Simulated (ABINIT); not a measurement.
# Si3Bi (Fm-3m): zone-centre phonons, part 3 of 3

Which modes does Si3Bi (Fm-3m) have at the zone centre?

ABINIT 10.8.3; DFT PBE, scalar-relativistic, plane waves, SPMS norm-conserving pseudopotentials.

So far. Step 4 (Relaxation): The volume changes by +3.6 % in this run and stands +9.5 % from the first cell. Step 6 (Zone-centre response): The acoustic modes at Γ come out as far as 0.5 cm⁻¹ from zero, where they should vanish, a small numerical error. The lowest optical mode is imaginary, 54i cm⁻¹, an instability at this level and on this k mesh. The relaxed cell has a = 6.836 Å (conventional setting).

The structure was built from a prototype and need not be the compound's stable phase.

**7. Zone-centre analysis**

anaddb reads the merged derivatives and imposes the acoustic sum rule.

The input, anaddb.abi:

```
ddb_filepath "gamma_DDB"
output_file "anaddb.abo"
outdata_prefix "anaddb"
asr 1
chneut 1
enunit 2
eivec 1
nph1l 1
qph1l 0.0 0.0 0.0 1.0
```

The input, mrgddb.in:

```
gamma_DDB
merged
2
dfpt_gammao_DDB
gso_DDB
```

On the command line:

```
> mrgddb < mrgddb.in > mrgddb.log
> OMP_NUM_THREADS=1 anaddb anaddb.abi > anaddb.log
```

anaddb.abo, the main output file:

```text
-outvars_anaddb: echo values of input variables ----------------------

 Miscellaneous information :
      enunit         2
       eivec         1
         asr         1
 First list of wavevector (reduced coord.) :
       nph1l         1
       qph1l
                     0.00000000E+00  0.00000000E+00  0.00000000E+00    1.000E+00

================================================================================

 read the DDB information and perform some checks

  ==== Info on the Cryst% object ====
 Real(R)+Recip(G) space primitive vectors, cartesian coordinates (Bohr,Bohr^-1):
 R(1)= -6.4591162  0.0000000  6.4591162  G(1)= -0.0774100 -0.0774100  0.0774100
 R(2)=  0.0000000  6.4591162  6.4591162  G(2)=  0.0774100  0.0774100  0.0774100
 R(3)= -6.4591162  6.4591162  0.0000000  G(3)= -0.0774100  0.0774100 -0.0774100
 Unit cell volume ucvol=  5.3895100E+02 bohr^3
 Angles (23,13,12)=  6.00000000E+01  6.00000000E+01  6.00000000E+01 degrees
 Time-reversal symmetry is present
 Reduced atomic positions [iatom, xred, symbol]:
    1)    0.0000000  0.0000000  0.0000000  Bi
    2)    0.5000000  0.5000000  0.5000000  Si
    3)    0.7500000  0.7500000  0.7500000  Si
    4)    0.2500000  0.2500000  0.2500000  Si

 DDB file with 3 blocks has been read.

================================================================================

 Treat the first list of vectors

  Phonon wavevector (reduced coordinates) :  0.00000  0.00000  0.00000
 Phonon energies in Hartree :
  -2.479556E-04 -2.479556E-04 -2.479556E-04  0.000000E+00  0.000000E+00
   0.000000E+00  3.494669E-04  3.494669E-04  3.494669E-04  6.906700E-04
   6.906700E-04  6.906700E-04
 Phonon energies in meV     :
- -6.747216E+00 -6.747216E+00 -6.747216E+00  0.000000E+00  0.000000E+00
-  0.000000E+00  9.509479E+00  9.509479E+00  9.509479E+00  1.879409E+01
-  1.879409E+01  1.879409E+01
 Phonon frequencies in cm-1    :
- -5.441997E+01 -5.441997E+01 -5.441997E+01  0.000000E+00  0.000000E+00
-  0.000000E+00  7.669912E+01  7.669912E+01  7.669912E+01  1.515845E+02
-  1.515845E+02  1.515845E+02
 Phonon frequencies in Thz     :
- -1.631470E+00 -1.631470E+00 -1.631470E+00  0.000000E+00  0.000000E+00
-  0.000000E+00  2.299382E+00  2.299382E+00  2.299382E+00  4.544390E+00
-  4.544390E+00  4.544390E+00
 Phonon energies in Kelvin  :
- -7.829819E+01 -7.829819E+01 -7.829819E+01  0.000000E+00  0.000000E+00
-  0.000000E+00  1.103529E+02  1.103529E+02  1.103529E+02  2.180963E+02
-  2.180963E+02  2.180963E+02

 Eigendisplacements
 (will be given, for each mode : in cartesian coordinates
   for each atom the real part of the displacement vector,
   then the imaginary part of the displacement vector - absolute values smaller than 1.0d-7 are set to zero)
  Mode number    1   Energy   -2.479556E-04
 Attention : low frequency mode.
   (Could be unstable or acoustic mode)
-  1  0.00000000E+00  0.00000000E+00  2.98049211E-04
-     0.00000000E+00  0.00000000E+00  0.00000000E+00
-  2  0.00000000E+00  0.00000000E+00 -4.12856259E-03
-     0.00000000E+00  0.00000000E+00  0.00000000E+00
-  3  0.00000000E+00  0.00000000E+00  9.55633303E-04
-     0.00000000E+00  0.00000000E+00  0.00000000E+00
-  4  0.00000000E+00  0.00000000E+00  9.55633303E-04
-     0.00000000E+00  0.00000000E+00  0.00000000E+00
  Mode number    2   Energy   -2.479556E-04
 Attention : low frequency mode.
   (Could be unstable or acoustic mode)
-  1  0.00000000E+00 -2.98049211E-04  0.00000000E+00
-     0.00000000E+00  0.00000000E+00  0.00000000E+00
-  2  0.00000000E+00  4.12856259E-03  0.00000000E+00
-     0.00000000E+00  0.00000000E+00  0.00000000E+00
-  3  0.00000000E+00 -9.55633303E-04  0.00000000E+00
-     0.00000000E+00  0.00000000E+00  0.00000000E+00
-  4  0.00000000E+00 -9.55633303E-04  0.00000000E+00
-     0.00000000E+00  0.00000000E+00  0.00000000E+00
  Mode number    3   Energy   -2.479556E-04
 Attention : low frequency mode.
   (Could be unstable or acoustic mode)
-  1  2.98049211E-04  0.00000000E+00  0.00000000E+00
-     0.00000000E+00  0.00000000E+00  0.00000000E+00
-  2 -4.12856259E-03  0.00000000E+00  0.00000000E+00
-     0.00000000E+00  0.00000000E+00  0.00000000E+00
-  3  9.55633303E-04  0.00000000E+00  0.00000000E+00
-     0.00000000E+00  0.00000000E+00  0.00000000E+00
-  4  9.55633303E-04  0.00000000E+00  0.00000000E+00
-     0.00000000E+00  0.00000000E+00  0.00000000E+00
  Mode number    4   Energy    0.000000E+00
 Attention : low frequency mode.
   (Could be unstable or acoustic mode)
-  1  0.00000000E+00  0.00000000E+00  1.36774980E-03
-     0.00000000E+00  0.00000000E+00  0.00000000E+00
-  2  0.00000000E+00  0.00000000E+00  1.36789492E-03
-     0.00000000E+00  0.00000000E+00  0.00000000E+00
-  3  0.00000000E+00  0.00000000E+00  1.36774304E-03
-     0.00000000E+00  0.00000000E+00  0.00000000E+00
-  4  0.00000000E+00  0.00000000E+00  1.36774304E-03
-     0.00000000E+00  0.00000000E+00  0.00000000E+00
  Mode number    5   Energy    0.000000E+00
 Attention : low frequency mode.
   (Could be unstable or acoustic mode)
-  1  0.00000000E+00  1.36774980E-03  0.00000000E+00
-     0.00000000E+00  0.00000000E+00  0.00000000E+00
-  2  0.00000000E+00  1.36789492E-03  0.00000000E+00
-     0.00000000E+00  0.00000000E+00  0.00000000E+00
-  3  0.00000000E+00  1.36774304E-03  0.00000000E+00
-     0.00000000E+00  0.00000000E+00  0.00000000E+00
-  4  0.00000000E+00  1.36774304E-03  0.00000000E+00
-     0.00000000E+00  0.00000000E+00  0.00000000E+00
  Mode number    6   Energy    0.000000E+00
 Attention : low frequency mode.
   (Could be unstable or acoustic mode)
-  1  1.36774980E-03  0.00000000E+00  0.00000000E+00
-     0.00000000E+00  0.00000000E+00  0.00000000E+00
-  2  1.36789492E-03  0.00000000E+00  0.00000000E+00
-     0.00000000E+00  0.00000000E+00  0.00000000E+00
-  3  1.36774304E-03  0.00000000E+00  0.00000000E+00
-     0.00000000E+00  0.00000000E+00  0.00000000E+00
-  4  1.36774304E-03  0.00000000E+00  0.00000000E+00
-     0.00000000E+00  0.00000000E+00  0.00000000E+00
  Mode number    7   Energy    3.494669E-04
-  1  0.00000000E+00  0.00000000E+00  0.00000000E+00
-     0.00000000E+00  0.00000000E+00  0.00000000E+00
-  2  0.00000000E+00  0.00000000E+00  0.00000000E+00
-     0.00000000E+00  0.00000000E+00  0.00000000E+00
-  3  0.00000000E+00  0.00000000E+00 -3.12509966E-03
-     0.00000000E+00  0.00000000E+00  0.00000000E+00
-  4  0.00000000E+00  0.00000000E+00  3.12509966E-03
-     0.00000000E+00  0.00000000E+00  0.00000000E+00
  Mode number    8   Energy    3.494669E-04
-  1  0.00000000E+00  0.00000000E+00  0.00000000E+00
-     0.00000000E+00  0.00000000E+00  0.00000000E+00
-  2  0.00000000E+00  0.00000000E+00  0.00000000E+00
-     0.00000000E+00  0.00000000E+00  0.00000000E+00
-  3  0.00000000E+00  3.12509966E-03  0.00000000E+00
-     0.00000000E+00  0.00000000E+00  0.00000000E+00
-  4  0.00000000E+00 -3.12509966E-03  0.00000000E+00
-     0.00000000E+00  0.00000000E+00  0.00000000E+00
  Mode number    9   Energy    3.494669E-04
-  1  0.00000000E+00  0.00000000E+00  0.00000000E+00
-     0.00000000E+00  0.00000000E+00  0.00000000E+00
-  2  0.00000000E+00  0.00000000E+00  0.00000000E+00
-     0.00000000E+00  0.00000000E+00  0.00000000E+00
-  3  3.12509966E-03  0.00000000E+00  0.00000000E+00
-     0.00000000E+00  0.00000000E+00  0.00000000E+00
-  4 -3.12509966E-03  0.00000000E+00  0.00000000E+00
-     0.00000000E+00  0.00000000E+00  0.00000000E+00
  Mode number   10   Energy    6.906700E-04
-  1  0.00000000E+00  0.00000000E+00 -8.15756070E-04
-     0.00000000E+00  0.00000000E+00  0.00000000E+00
-  2  0.00000000E+00  0.00000000E+00  7.85067007E-04
-     0.00000000E+00  0.00000000E+00  0.00000000E+00
-  3  0.00000000E+00  0.00000000E+00  2.64240266E-03
-     0.00000000E+00  0.00000000E+00  0.00000000E+00
-  4  0.00000000E+00  0.00000000E+00  2.64240266E-03
-     0.00000000E+00  0.00000000E+00  0.00000000E+00
  Mode number   11   Energy    6.906700E-04
-  1  0.00000000E+00  8.15756070E-04  0.00000000E+00
-     0.00000000E+00  0.00000000E+00  0.00000000E+00
-  2  0.00000000E+00 -7.85067007E-04  0.00000000E+00
-     0.00000000E+00  0.00000000E+00  0.00000000E+00
-  3  0.00000000E+00 -2.64240266E-03  0.00000000E+00
-     0.00000000E+00  0.00000000E+00  0.00000000E+00
-  4  0.00000000E+00 -2.64240266E-03  0.00000000E+00
-     0.00000000E+00  0.00000000E+00  0.00000000E+00
  Mode number   12   Energy    6.906700E-04
-  1  8.15756070E-04  0.00000000E+00  0.00000000E+00
-     0.00000000E+00  0.00000000E+00  0.00000000E+00
-  2 -7.85067007E-04  0.00000000E+00  0.00000000E+00
-     0.00000000E+00  0.00000000E+00  0.00000000E+00
-  3 -2.64240266E-03  0.00000000E+00  0.00000000E+00
-     0.00000000E+00  0.00000000E+00  0.00000000E+00
-  4 -2.64240266E-03  0.00000000E+00  0.00000000E+00
-     0.00000000E+00  0.00000000E+00  0.00000000E+00

 Analysis of degeneracies and characters (maximum tolerance=1.00E-06 a.u.)
 For each vibration mode, or group of modes if degenerate,
 the characters are given for each symmetry operation (see the list in the log file).
 Symmetry characters of vibration mode #   1
       degenerate with vibration modes #   2 to    3
  3.0 -3.0 -1.0  1.0 -1.0  1.0 -1.0  1.0  1.0 -1.0 -1.0  1.0  1.0 -1.0 -1.0  1.0
 -0.0  0.0  0.0 -0.0  0.0 -0.0 -0.0  0.0  1.0 -1.0 -1.0  1.0 -1.0  1.0  1.0 -1.0
 -0.0  0.0 -0.0  0.0  0.0 -0.0  0.0 -0.0  1.0 -1.0  1.0 -1.0 -1.0  1.0 -1.0  1.0
 Symmetry characters of vibration mode #   4
       degenerate with vibration modes #   5 to    6
  3.0 -3.0 -1.0  1.0 -1.0  1.0 -1.0  1.0  1.0 -1.0 -1.0  1.0  1.0 -1.0 -1.0  1.0
  0.0 -0.0 -0.0  0.0 -0.0  0.0 -0.0  0.0  1.0 -1.0 -1.0  1.0 -1.0  1.0  1.0 -1.0
  0.0 -0.0 -0.0  0.0 -0.0  0.0  0.0 -0.0  1.0 -1.0  1.0 -1.0 -1.0  1.0 -1.0  1.0
 Symmetry characters of vibration mode #   7
       degenerate with vibration modes #   8 to    9
  3.0  3.0 -1.0 -1.0 -1.0 -1.0 -1.0 -1.0  1.0  1.0 -1.0 -1.0  1.0  1.0 -1.0 -1.0
 -0.0 -0.0  0.0  0.0 -0.0 -0.0  0.0  0.0  1.0  1.0 -1.0 -1.0 -1.0 -1.0  1.0  1.0
 -0.0 -0.0 -0.0 -0.0  0.0  0.0  0.0  0.0  1.0  1.0  1.0  1.0 -1.0 -1.0 -1.0 -1.0
 Symmetry characters of vibration mode #  10
       degenerate with vibration modes #  11 to   12
  3.0 -3.0 -1.0  1.0 -1.0  1.0 -1.0  1.0  1.0 -1.0 -1.0  1.0  1.0 -1.0 -1.0  1.0
 -0.0  0.0  0.0 -0.0 -0.0  0.0  0.0 -0.0  1.0 -1.0 -1.0  1.0 -1.0  1.0  1.0 -1.0
 -0.0  0.0 -0.0  0.0  0.0 -0.0  0.0 -0.0  1.0 -1.0  1.0 -1.0 -1.0  1.0 -1.0  1.0
-
```

Elapsed: 0.52 s, on 1 thread of Arm Neoverse V2, shared host.

No LO-TO term; unit eigenvectors of the mass-weighted matrix, from anaddb's displacements. The modes at Γ (shares of kinetic energy by element, %) (negative means imaginary):

| mode | frequency (cm⁻¹) | symmetry | Bi % | Si % |
| --- | --- | --- | --- | --- |
| 1 | -54.4 | T1u | 3 | 97 |
| 2 | -54.4 | T1u | 3 | 97 |
| 3 | -54.4 | T1u | 3 | 97 |
| 4 | 0.0 | acoustic | 71 | 29 |
| 5 | 0.0 | acoustic | 71 | 29 |
| 6 | 0.0 | acoustic | 71 | 29 |
| 7 | 76.7 | T2g | 0 | 100 |
| 8 | 76.7 | T2g | 0 | 100 |
| 9 | 76.7 | T2g | 0 | 100 |
| 10 | 151.6 | T1u | 25 | 75 |
| 11 | 151.6 | T1u | 25 | 75 |
| 12 | 151.6 | T1u | 25 | 75 |

Displacements in mode 1 (-54.4 cm⁻¹), the largest set to 1:
```
Bi1  0.00  0.00  0.07
Si2  0.00  0.00 -1.00
Si3  0.00  0.00  0.23
Si4  0.00  0.00  0.23
```

Displacements in mode 7 (76.7 cm⁻¹), the largest set to 1:
```
Bi1  0.00  0.00  0.00
Si2  0.00  0.00  0.00
Si3  0.00  0.00 -1.00
Si4  0.00  0.00  1.00
```

The rule moves no optical mode by more than 0.1 cm⁻¹.

**8. Outcome**

```json
{
 "space group after relaxation": "Fm-3m",
 "volume per atom": "20.0 Å³",
 "highest optical zone-centre mode (no LO-TO term)": "151.6 cm⁻¹",
 "lowest optical zone-centre mode": "-54.4 cm⁻¹",
 "imaginary optical modes at the zone centre (no q mesh in this session)": "yes"
}
```

At the PBE level the optical modes of Si3Bi (Fm-3m) at the zone centre run from 54i to 152 cm⁻¹, so the structure is a saddle point, with 3 modes beyond 10i cm⁻¹ there. These are harmonic frequencies at zero temperature: anharmonic shifts and linewidths and thermal expansion are left out. Spin-orbit coupling is left out, which can matter for the heavy elements here. In a metal the frequencies hang on the k mesh and the smearing, most of all near Kohn anomalies. The runs are without spin polarisation, although the cell has an odd electron count or an open d or f shell, so a magnetic state was not tested. The structure is a hypothetical one, built on a prototype.

[Host names and launcher messages were left out of these logs when they were recorded.]

[Logs are printed without paths, hosts, clocks, repeated set-up lines and the standing remarks that a program may print on its own settings, such as how far it seeks lower states.]

[Hosts, paths, dates, database ids (printed as entryN), source tags and the programs' standing remarks are cut or masked in the printed files.]
